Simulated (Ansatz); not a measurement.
# GaP (F-43m) at temperature and pressure, part 3 of 4

Aim: how pressure changes the thermal expansion of GaP.

Ansatz 0.2.0; DFT RPBE, scalar-relativistic, plane waves, PAW.

So far, gap on the k-mesh (eV): step 2 (probe on a coarse mesh) 1.76; step 3 (finding the static equilibrium) 1.49; step 6 (relaxation under pressure, pressure 5 GPa) 1.73.

### 7. Phonons on strained cells, pressure 5 GPa

The study relaxes the crystal at several strains, solves the phonons on some of them and minimises the free energy at each temperature (static energy, vibrations, the electrons in a metal, and PV under a set pressure); the q-mesh sets how far the force constants reach.

input.yaml

```yaml
crystal:
  lattice:
    - [0.0, 2.7215612815, 2.7215612815]
    - [2.7215612815, 0.0, 2.7215612815]
    - [2.7215612815, 2.7215612815, 0.0]
  atoms:
    - { symbol: Ga, position: [0.0, 0.0, 0.0] }
    - { symbol: P, position: [0.25, 0.25, 0.25] }
kpoints:
  mp_grid: { grid: [8, 8, 8] }
hamiltonian:
  xc: rpbe
scf:
  occupations: { method: fixed }
output:
  eigenvalues: true
phonons:
  method: dfpt
  qmesh: [4, 4, 4]
  temperatures: { t_max: 800.0, t_step: 50 }
  thermal_expansion: { pressure: 5.0 }
```

On the command line:

```sh
$ ansatz run input.yaml --threads 4 --pin off --max-ram 8192MiB --backend cpu --events-out ev --progress --plain --runs-dir out
```

Numbers of over 12 decimals in the logs are rounded to 6 here.

Log:

```text
Warning: phonons: the dynamical matrix that this run interpolates holds no multipole term above the dipole-dipole one, and a site of this crystal is no centre of inversion, so its interpolated transverse optical and acoustic branches and sound speeds can stay off near Gamma, and the density of states and the thermodynamics with them. What a run solves at a wave vector of phonons.qpoints, Gamma apart, where the deck admits one, is free of this, and under fd what a larger phonons.supercell samples
[...]
Crystal: 2 atoms, lattice volume = 40.317 Å³
Basis set: ecut = 487.2 eV, 941 PW (Γ), exchange–correlation on 60×60×60 points (8 copies of the dense FFT grid, shifted against one another)
Bands: 13, of which v1, the nominal top of the filled ones, is band 9 counted from 1 (8 counted from 0)
Symmetry: 24 space group operations
[...]
k-points: 29 of 512 (time reversal used)
[...]
SCF iter   1: F=—  HF=-4548.369138 eV  |F-HF|=—  |Δ(HF+E_count)|=         —  Δρ=3.43e-3  dr2=1.95e-3  ethr=1.77e-3  ⟨swp⟩=5.1  Hψ=2014  notcnv=0  defer=52
[...]
SCF iter   8: F=-4548.367781 eV  HF=-4548.367781 eV  |F-HF|=3.64e-12  |Δ(HF+E_count)|=   3.27e-9  Δρ=1.15e-7  dr2=4.38e-12  ethr=1.00e-12  ⟨swp⟩=8.8  Hψ=3033  notcnv=0
SCF 1 converged in 8 iterations: F = -4548.367781 eV  dr2 = 4.38e-12
[...]
relax step   1: F+E_penalty+E_count = -4548.36778079 eV  Δ(F+E_penalty+E_count) = +0.000e0 eV  max|allowed force component| = 2.405e-16 eV/Å  Δτ_max = 0.0000 Å  (8 SCF iters, accepted)
SCF converged after 8 iterations
Free energy (F): -4548.367781 eV
[...]
Internal energy: -4548.367781 eV  (E = F + TS)
E sigma→0 (E₀):  -4548.367781 eV
Fermi energy:    7.232094 eV
[...]
--- Stress (GPa, compression-positive) ---
        4.994630      -0.000000      -0.000000
        0.000000       4.994630       0.000000
       -0.000000       0.000000       4.994630
  P = ⅓ Tr σ = 4.9946 GPa (49.946 kbar)
--- Band table (eV; the first three rows and the last of 29) ---
  k-point 0: bands = [... 5 lower, -5.2637, 7.2321, 7.2321, 7.2321, 9.2245, 11.1535, 11.1535, 11.1535]
  k-point 1: bands = [... 5 lower, -5.0604, 5.6313, 7.0025, 7.0025, 9.8017, 11.5032, 11.5032, 11.7803]
  k-point 2: bands = [... 5 lower, -4.4849, 3.3832, 6.5690, 6.5690, 9.4967, 12.0100, 12.0100, 13.7061]
  k-point 28: bands = [... 5 lower, -2.2005, 0.7094, 3.6657, 3.8237, 12.0127, 12.1576, 13.4170, 13.4641]
── thermal expansion: 3 new cells, 3 in all ──
thermal expansion: relaxation of cell 2
thermal expansion: relaxation of cell 3
── thermal expansion: 2 new cells, 5 in all ──
thermal expansion: relaxation of cell 4
thermal expansion: lower-state search of cell 4
thermal expansion: phonons of cell 4
thermal expansion: relaxation of cell 5
thermal expansion: phonons of cell 5
── thermal expansion: 5 new cells, 10 in all ──
thermal expansion: relaxation of cell 6
thermal expansion: relaxation of cell 7
thermal expansion: relaxation of cell 8
thermal expansion: relaxation of cell 9
thermal expansion: relaxation of cell 10
thermal expansion: phonons of cell 6
thermal expansion: phonons of cell 7
--- Relaxed structure (1 steps of the walk, 1 accepted, 0 SCFs on fresh bases) ---
  F+E_penalty+E_count = -4548.36778079 eV   max|allowed force component| = 2.405e-16 eV/Å
  atoms:
    - { symbol: Ga, position: [0.0, 0.0, 0.0] }
    - { symbol: P, position: [0.25, 0.25, 0.25] }
--- Thermal expansion: 10 cells in 3 rounds, 5 GPa ---
  no lower state was reached at cell 4
  without vibrations: a 3.84880, b 3.84880, c 3.84880 Å, V 40.3143 Å³, B 92.99 GPa
  at 0 K: a 3.85415, b 3.85415, c 3.85415 Å, V 40.4828 Å³, B 91.82 GPa
  zero-point expansion: a +0.139, b +0.139, c +0.139, V +0.418 %
      T/K        a/Å        b/Å        c/Å       V/Å³ | expansion of a, b, c, V (1e-6/K)   | that of V in the mean from 25 °C | C_P, C_V (J/mol K of the cell) | B_T, B_S (GPa)
     0.00    3.85415    3.85415    3.85415    40.4828 |    0.00    0.00    0.00    0.00 |    5.93 |     0.000     0.000 |    91.82    91.82
   100.00    3.85416    3.85416    3.85416    40.4830 |    0.76    0.76    0.76    2.27 |    8.90 |    22.042    22.040 |    91.58    91.59
   200.00    3.85497    3.85497    3.85497    40.5087 |    3.21    3.21    3.21    9.64 |   11.51 |    37.463    37.422 |    90.84    90.94
   298.15    3.85642    3.85642    3.85642    40.5545 |    4.32    4.32    4.32   12.96 |       - |    43.518    43.408 |    89.97    90.20
   350.00    3.85732    3.85732    3.85732    40.5828 |    4.64    4.64    4.64   13.93 |   13.48 |    45.172    45.024 |    89.50    89.79
   450.00    3.85920    3.85920    3.85920    40.6421 |    5.04    5.04    5.04   15.13 |   14.22 |    47.064    46.841 |    88.56    88.99
   550.00    3.86120    3.86120    3.86120    40.7053 |    5.30    5.30    5.30   15.90 |   14.76 |    48.113    47.814 |    87.62    88.17
   650.00    3.86328    3.86328    3.86328    40.7712 |    5.49    5.49    5.49   16.46 |   15.19 |    48.766    48.391 |    86.68    87.35
   750.00    3.86543    3.86543    3.86543    40.8393 |    5.64    5.64    5.64   16.91 |   15.54 |    49.211    48.759 |    85.73    86.53
   800.00    3.86653    3.86653    3.86653    40.8741 |    5.71    5.71    5.71   17.12 |   15.70 |    49.386    48.894 |    85.26    86.12
  the static fit leaves 0.002 meV an atom of the energies and, of the stresses, 0.000 GPa of each cell's largest along a strain (root mean squares over the cells), whose Pulay part it has at -0.023 GPa
  vibrations' free energy: its fit passes through its cells
  the electrons' free energy at temperature is not in it: every band gap is over 0.83 eV
  free energies summed between the sampled wave vectors
  estimated error of the fitted expansion in any direction: up to 0.019e-6/K, at 800 K, with few degrees of freedom (an estimate, not a bound: it was exceeded on models of known expansion)
  by sums over the sampled wave vectors an expansion of the volume parts by up to 0.67e-6/K
  by a static energy of one degree less an expansion of the volume parts by up to 0.01e-6/K
  band gaps on the cells' k-points are 1.674 to 1.739 eV
```

Wall time 4 min (4 threads of Intel Xeon 6975P-C (Granite Rapids), shared host); peak memory 1.2 GiB; 15 min of CPU time.

Numbers from this step:

* gap on the k-mesh: 1.727 eV
* volume expansion coefficient at 298 K: 12.96 1e-6/K
* C_P at 298 K: 21.76 J/mol-atom/K
* entropy at 298 K: 26.15 J/mol-atom/K
* isothermal bulk modulus at 298 K: 89.97 GPa
* Grüneisen parameter at 298 K: 0.6559
* volume at 298 K: 20.28 Å³/atom
* principal linear expansion coefficients at 298 K: 4.319, 4.319, 4.319 1e-6/K

Strained cells of the study; zero-point energy where phonons were solved; the pressures are stresses at a fixed cutoff and can carry an offset from the finite basis. Expansion cells, by row:

| cell | \|a\| (Å) | \|b\| (Å) | \|c\| (Å) | V (Å³/atom) | E - E_lowest (meV/atom) | pressure, compression positive (GPa) | gap (eV) | zero-point energy (meV/atom) |
| --- | --- | --- | --- | --- | --- | --- | --- | --- |
| 1 | 3.849 | 3.849 | 3.849 | 20.16 | 14.46 | 4.972 | 1.727 | - |
| 2 | 3.88 | 3.88 | 3.88 | 20.65 | 2.541 | 2.859 | 1.713 | - |
| 3 | 3.818 | 3.818 | 3.818 | 19.68 | 32.7 | 7.308 | 1.685 | - |
| 4 | 3.849 | 3.849 | 3.849 | 20.16 | 14.36 | 4.957 | 1.727 | 46.45 |
| 5 | 3.868 | 3.868 | 3.868 | 20.47 | 6.205 | 3.61 | 1.739 | 45.73 |
| 6 | 3.858 | 3.858 | 3.858 | 20.3 | 10.25 | 4.318 | 1.739 | 46.11 |
| 7 | 3.876 | 3.876 | 3.876 | 20.59 | 3.617 | 3.095 | 1.721 | 45.44 |
| 8 | 3.811 | 3.811 | 3.811 | 19.57 | 38.19 | 7.917 | 1.674 | - |
| 9 | 3.83 | 3.83 | 3.83 | 19.86 | 24.99 | 6.391 | 1.701 | - |
| 10 | 3.89 | 3.89 | 3.89 | 20.8 | 0 | 2.225 | 1.69 | - |

Quasi-harmonic; a, b, c are the run's own cell vectors. Expansion, by row:

| T (K) | a (Å) | b (Å) | c (Å) | alpha (deg) | beta (deg) | gamma (deg) | cell volume (Å³/cell) | alpha_a (1e-6/K) | alpha_b (1e-6/K) | alpha_c (1e-6/K) | alpha_V (1e-6/K) | C_P (J/mol-atom/K) | C_V (J/mol-atom/K) | S (J/mol-atom/K) | B_T (GPa) | B_S (GPa) | Grueneisen | extrapolation | fit error (1e-6/K) |
| --- | --- | --- | --- | --- | --- | --- | --- | --- | --- | --- | --- | --- | --- | --- | --- | --- | --- | --- | --- |
| 0 | 3.854 | 3.854 | 3.854 | 60 | 60 | 60 | 40.48 | 0 | 0 | 0 | 0 | 0 | 0 | 0 | 91.82 | 91.82 | - | 0 | 0 |
| 50 | 3.854 | 3.854 | 3.854 | 60 | 60 | 60 | 40.48 | -0.24 | -0.24 | -0.24 | -0.73 | 4.924 | 4.924 | 2.28 | 91.78 | 91.78 | -0.167 | 0 | 0 |
| 100 | 3.854 | 3.854 | 3.854 | 60 | 60 | 60 | 40.48 | 0.76 | 0.76 | 0.76 | 2.27 | 11.02 | 11.02 | 7.641 | 91.58 | 91.59 | 0.23 | 0 | 0 |
| 150 | 3.854 | 3.854 | 3.854 | 60 | 60 | 60 | 40.49 | 2.18 | 2.18 | 2.18 | 6.54 | 15.7 | 15.7 | 13.05 | 91.25 | 91.29 | 0.464 | 0 | 0 |
| 200 | 3.855 | 3.855 | 3.855 | 60 | 60 | 60 | 40.51 | 3.21 | 3.21 | 3.21 | 9.64 | 18.73 | 18.71 | 18.02 | 90.84 | 90.94 | 0.571 | 0 | 0.01 |
| 250 | 3.856 | 3.856 | 3.856 | 60 | 60 | 60 | 40.53 | 3.89 | 3.89 | 3.89 | 11.66 | 20.6 | 20.57 | 22.42 | 90.41 | 90.57 | 0.626 | 0 | 0.01 |
| 298.1 | 3.856 | 3.856 | 3.856 | 60 | 60 | 60 | 40.55 | 4.32 | 4.32 | 4.32 | 12.96 | 21.76 | 21.7 | 26.15 | 89.97 | 90.2 | 0.656 | 0 | 0.01 |
| 300 | 3.856 | 3.856 | 3.856 | 60 | 60 | 60 | 40.56 | 4.33 | 4.33 | 4.33 | 13 | 21.8 | 21.74 | 26.29 | 89.96 | 90.19 | 0.657 | 0 | 0.01 |
| 350 | 3.857 | 3.857 | 3.857 | 60 | 60 | 60 | 40.58 | 4.64 | 4.64 | 4.64 | 13.93 | 22.59 | 22.51 | 29.71 | 89.5 | 89.79 | 0.677 | 0 | 0.01 |
| 400 | 3.858 | 3.858 | 3.858 | 60 | 60 | 60 | 40.61 | 4.87 | 4.87 | 4.87 | 14.61 | 23.14 | 23.04 | 32.76 | 89.03 | 89.39 | 0.69 | 0 | 0.01 |
| 450 | 3.859 | 3.859 | 3.859 | 60 | 60 | 60 | 40.64 | 5.04 | 5.04 | 5.04 | 15.13 | 23.53 | 23.42 | 35.51 | 88.56 | 88.99 | 0.7 | 0 | 0.01 |
| 500 | 3.86 | 3.86 | 3.86 | 60 | 60 | 60 | 40.67 | 5.18 | 5.18 | 5.18 | 15.55 | 23.83 | 23.7 | 38.01 | 88.09 | 88.58 | 0.708 | 0 | 0.01 |
| 550 | 3.861 | 3.861 | 3.861 | 60 | 60 | 60 | 40.71 | 5.3 | 5.3 | 5.3 | 15.9 | 24.06 | 23.91 | 40.29 | 87.62 | 88.17 | 0.714 | 0 | 0.01 |
| 600 | 3.862 | 3.862 | 3.862 | 60 | 60 | 60 | 40.74 | 5.4 | 5.4 | 5.4 | 16.2 | 24.24 | 24.07 | 42.39 | 87.15 | 87.76 | 0.719 | 0 | 0.01 |
| 650 | 3.863 | 3.863 | 3.863 | 60 | 60 | 60 | 40.77 | 5.49 | 5.49 | 5.49 | 16.46 | 24.38 | 24.2 | 44.34 | 86.68 | 87.35 | 0.724 | 0 | 0.01 |
| 700 | 3.864 | 3.864 | 3.864 | 60 | 60 | 60 | 40.8 | 5.57 | 5.57 | 5.57 | 16.7 | 24.5 | 24.3 | 46.15 | 86.2 | 86.94 | 0.728 | 0 | 0.01 |
| 750 | 3.865 | 3.865 | 3.865 | 60 | 60 | 60 | 40.84 | 5.64 | 5.64 | 5.64 | 16.91 | 24.61 | 24.38 | 47.84 | 85.73 | 86.53 | 0.731 | 0 | 0.01 |
| 800 | 3.867 | 3.867 | 3.867 | 60 | 60 | 60 | 40.87 | 5.71 | 5.71 | 5.71 | 17.12 | 24.69 | 24.45 | 49.44 | 85.26 | 86.12 | 0.735 | 0 | 0.02 |

Table of expansion coefficient by temperature; values in 1e-6/K:

| temperature (K) | volume | principal 1 |
| --- | --- | --- |
| 0 | 0 | 0 |
| 50 | -0.73 | -0.24 |
| 100 | 2.27 | 0.76 |
| 150 | 6.54 | 2.18 |
| 200 | 9.64 | 3.21 |
| 250 | 11.7 | 3.89 |
| 298 | 13.0 | 4.32 |
| 300 | 13 | 4.33 |
| 350 | 13.9 | 4.64 |
| 400 | 14.6 | 4.87 |
| 450 | 15.1 | 5.04 |
| 500 | 15.6 | 5.18 |
| 550 | 15.9 | 5.3 |
| 600 | 16.2 | 5.4 |
| 650 | 16.5 | 5.49 |
| 700 | 16.7 | 5.57 |
| 750 | 16.9 | 5.64 |
| 800 | 17.1 | 5.71 |

At 298 K the volume expansion is 13.0 × 10⁻⁶/K and B_T is 90.0 GPa. The program raised the cutoff to 487.2 eV by itself: with no cutoff typed, the study takes about 1.16 times the default for its relaxations and scales it with the volume for the phonons.

### 8. Relaxation under pressure, pressure 20 GPa

The study at pressure needs a start near its own equilibrium, so the cell is first relaxed to that pressure.

input.yaml

```yaml
crystal:
  lattice:
    - [0.0, 2.77749101, 2.77749101]
    - [2.77749101, 0.0, 2.77749101]
    - [2.77749101, 2.77749101, 0.0]
  atoms:
    - { symbol: Ga, position: [0.0, 0.0, 0.0] }
    - { symbol: P, position: [0.25, 0.25, 0.25] }
kpoints:
  mp_grid: { grid: [8, 8, 8] }
hamiltonian:
  xc: rpbe
scf:
  occupations: { method: fixed }
output:
  forces: true
  stress: true
  eigenvalues: true
relax:
  adjacent_minimum: "off"
  f_tol: 0.001
  max_steps: 60
  cell: { stress_tol: 0.05, p_target: 20.0 }
```

Log:

```text
[...]
Crystal: 2 atoms, lattice volume = 42.854 Å³
Basis set: ecut = 420 eV, 869 PW (Γ), exchange–correlation on 54×54×54 points (8 copies of the dense FFT grid, shifted against one another)
Bands: 13, of which v1, the nominal top of the filled ones, is band 9 counted from 1 (8 counted from 0)
Symmetry: 24 space group operations
[...]
k-points: 29 of 512 (time reversal used)
[...]
k-point 28: bands = [... 5 lower, -0.8536, 1.8112, 4.7149, 4.8535, 13.6937, 14.3607, 15.0884, 15.4307]
--- Relaxed structure (5 steps of the walk, 5 accepted, 1 SCFs on fresh bases) ---
[...]
cell:  # Å, volume = 35.5993 Å³
    - [0, 2.610982, 2.610982]
    - [2.610982, 0, 2.610982]
    - [2.610982, 2.610982, 0]
  atoms:
    - { symbol: Ga, position: [0, 0, 0] }
    - { symbol: P, position: [0.25, 0.25, 0.25] }
[key lines of the parts left out:]
SCF converged after 6 iterations
Free energy (F): -4548.020588 eV
Fermi energy:    8.923685 eV
P = ⅓ Tr σ = 19.9815 GPa (199.815 kbar)
```

Run time: 2.8 s. Hardware: 4 threads; peak memory 0.4 GiB.

Step by step:

| step | energy less that of the first step (eV) | largest force component (eV/Å) | pressure (GPa) | volume (Å³) |
| --- | --- | --- | --- | --- |
| 1 | 0.0000 | 0.0000 | 0.01 | 42.85 |
| 2 | 0.2416 | 0.0000 | 14.96 | 36.89 |
| 3 | 0.4284 | 0.0000 | 21.59 | 35.23 |
| 4 | 0.3790 | 0.0000 | 19.92 | 35.62 |
| 5 | 0.3812 | 0.0000 | 20.00 | 35.60 |
| 6* | 0.3828 | 0.0000 | 19.98 | 35.60 |

Relaxation steps marked * repeat the geometry before them on a plane-wave basis chosen anew for their cell, so energy and pressure can jump there.

Forces are held to the 24 operations that the run works with; a distortion that breaks them can't arise in this run.

| conventional cell, symmetrised | before | after | change |
| --- | --- | --- | --- |
| a (Å) | 5.555 | 5.222 | -6.0 % |
| b (Å) | 5.555 | 5.222 | -6.0 % |
| c (Å) | 5.555 | 5.222 | -6.0 % |
| volume (Å³/atom) | 21.43 | 17.80 | -16.9 % |

The relaxed structure:

```xyz
2
Lattice="0.0000 2.6110 2.6110 2.6110 0.0000 2.6110 2.6110 2.6110 0.0000" Properties=species:S:1:pos:R:3 pbc="T T T"
Ga    0.0000    0.0000    0.0000
P     1.3055    1.3055    1.3055
```

Numbers from this step:

```yaml
pressure: 19.98 GPa
gap_on_the_k_mesh: 1.437 eV
volume_per_atom: 17.80 Å³
```

Between step 6 and this run (pressure 20 GPa) the value for the gap on the k-mesh moves from 1.73 eV to 1.44 eV. That is -19.3 meV per GPa of pressure between these two points.

(Part 3 of 4 ends here.)

[Logs are printed without paths, hosts, clocks, repeated set-up lines and the standing remarks that a program may print on its own settings, such as how far it seeks lower states.]

[Hosts, paths, dates, database ids (printed as entryN), source tags and the programs' standing remarks are cut or masked in the printed files.]

[A step with changed settings may run another functional than the one named; its input shows which.]
